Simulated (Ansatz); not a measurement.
In doubt: masses and optical values from hybrid runs of this build are listed as unsure (in some of the runs), which bears on the screening that GW takes from such a start.

Consider CdTe (F-43m).

It takes space group F-43m (No. 216, cubic). Conventional cell: a = 6.480 Å, b = 6.480 Å, c = 6.480 Å, α = 90.00°, β = 90.00°, γ = 90.00°. Nearest to Cd lie 4 Te at 2.81 Å. Nearest to Te lie 4 Cd at 2.81 Å. Farther neighbours and most contacts between anions are not listed.

```
Cd Te
1.0
     0.00000    3.24000    3.24000
     3.24000    0.00000    3.24000
     3.24000    3.24000    0.00000
Cd Te
1 1
Direct
  0.00000 0.00000 0.00000
  0.25000 0.25000 0.25000
```

The cell and positions come from the Crystallography Open Database and are kept as given unless a step says otherwise. Spin-orbit coupling is left out unless a run names it.

Gaps computed with Ansatz 0.2.0 without a self-energy: HSE06 1.65 eV.

Q: Estimate the G0W0@HSE06 gap with 6×6×6 mesh, 610 empty bands, screening to 250 eV, hard PAW files.

About 1.95 eV: on its mesh the run moves the gap from 1.63 eV by +0.32 eV. Bands and cutoff are finite, so the gap is not at the basis limit. The miss can reach some tenths of an eV and take either sign; the mesh is an error of its own. The many-body steps are scalar-relativistic: spin-orbit coupling is not in them.

[Paths, hosts, dates, memory and timing lines, banners, echoed tables and standing remarks are left out of the program output.]

[Logs are printed without paths, hosts, clocks, repeated set-up lines and the standing remarks that a program may print on its own settings, such as how far it seeks lower states.]

[Runs of the session that timed out or met a known fault of the program may be left out.]

[Cells called generated may have been cut or substituted from an entry of the Crystallography Open Database or the Materials Project.]

[Hosts, paths, dates, database ids (printed as entryN), source tags and the programs' standing remarks are cut or masked in the printed files.]
